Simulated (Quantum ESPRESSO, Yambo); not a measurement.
Planning a run of Yambo 5.3.0 on ZrS2 (1T monolayer). The input:

```
HF_and_locXC
gw0
dyson
ppa
em1d
rim_cut
rim_w
RandQpts= 3000000
RandGvec= 100 RL
CUTGeo= "slab z"
RandGvecW= 9 RL
EXXRLvcs= 58 Ry
VXCRLvcs= 232 Ry
Chimod= "HARTREE"
% BndsRnXp
 1 | 181 |
%
NGsBlkXp= 10.5 Ry
% LongDrXp
 1 | 1 | 0 |
%
% GbndRnge
 1 | 181 |
%
DysSolver= "n"
ExtendOut
PPAPntXp= 27.21138 eV
% QPkrange
 1 | 1 | 11 | 14 |
 4 | 4 | 11 | 14 |
%
```

```sh
OMP_NUM_THREADS=1 mpirun -n 8 yambo -F gw2.in -J gw2 -C gw2 > gw2.log
```

The stored states that it reads are on a 6×6×1 mesh. The cell holds 3 atoms: 1 Zr and 2 S. Cell: a = 3.686 Å, b = 3.686 Å, c = 16.000 Å, α = 90.0°, β = 90.0°, γ = 120.0°. Vacuum lies along c.

Question: How long will it take on 8 MPI ranks of Intel Xeon 6975P-C (Granite Rapids), shared host, and how much memory?

It took 5.5 min; on shared hardware allow 2.8 min to 11 min. Peak host memory was 4.8 GiB.

The screening grows as filled bands × empty bands × pairs of k points, times the square of the screening basis for the matrix.

[Paths, hosts, dates, memory and timing lines, banners, echoed tables and standing remarks are left out of the program output.]

[Logs are printed without paths, hosts, clocks, repeated set-up lines and the standing remarks that a program may print on its own settings, such as how far it seeks lower states.]

[Runs of the session that timed out or met a known fault of the program may be left out.]

[Hosts, paths, dates, database ids (printed as entryN), source tags and the programs' standing remarks are cut or masked in the printed files.]
